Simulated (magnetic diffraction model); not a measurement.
# Moment size from magnetic intensity in Ho3GaB

Space group Pm-3m (no. 221), a = 4.7600 Å.

```csv
site,atom,x,y,z
3c,Ho,1/2,1/2,0
1a,Ga,0,0,0
1b,B,1/2,1/2,1/2
```

The compound is invented for this exercise: a known structure type with other elements, its cell scaled to their sizes and not relaxed.

Only Ho is taken to order (form factors of Ho3+); orders and moment sizes are assumed, and not adapted to the symmetry. Radiation: neutrons of λ = 1.909 Å (absorption by B left out), 8° to 80°; isotropic B of 0.53 Å² (Ho), 0.65 Å² (Ga) and 1.15 Å² (B). Simulated constant-wavelength pattern: nuclear and magnetic terms add, the magnetic one as |2.695 fm × Σ f S⊥ exp(2πi Q·r) exp(−B s²)|², summed over all Q at one angle with the factor 1/(sin²θ cos θ). For collinear order S is the moment m, which repeats by lattice and centring translations R with the sign exp(−2πi k·R). Free-ion form factors, Sears's scattering lengths of 1992, no absorption; a label names one of the reflections at its angle. The strongest nuclear line in the range is 100, and lines under 0.2 are left out.

In a first state the assumed order is k = (0 0 0), collinear moments along [010], 6.3 μB on Ho; signs + at (1/2, 1/2, 0), − at (1/2, 0, 1/2), − at (0, 1/2, 1/2), with this pattern:

```csv
2θ (°),index,nuclear,magnetic
23.14,(1 0 0),10.0,243.7
32.95,(1 1 0),5.6,135.2
40.65,(1 1 1),85.8,18.6
47.29,(2 0 0),95.1,9.7
53.28,(2 1 0),8.1,98.9
58.84,(2 1 1),3.6,98.4
69.11,(2 2 0),100.0,7.5
73.97,(3 0 0),5.8,56.8
78.71,(3 1 0),2.2,32.5
```

**Question.** Nearer the ordering temperature the line at 23.14° has total intensity 70.9 on the same scale, and all moments have shrunk alike. How large is the Ho moment?

The nuclear part, 10.0, stays, so the magnetic part is 60.9 against 243.7. It goes as m², so m = 6.3 × √(60.9/243.7) = 3.15 μB; the value used was 3.15 μB.

[Logs are printed without paths, hosts, clocks, repeated set-up lines and the standing remarks that a program may print on its own settings, such as how far it seeks lower states.]
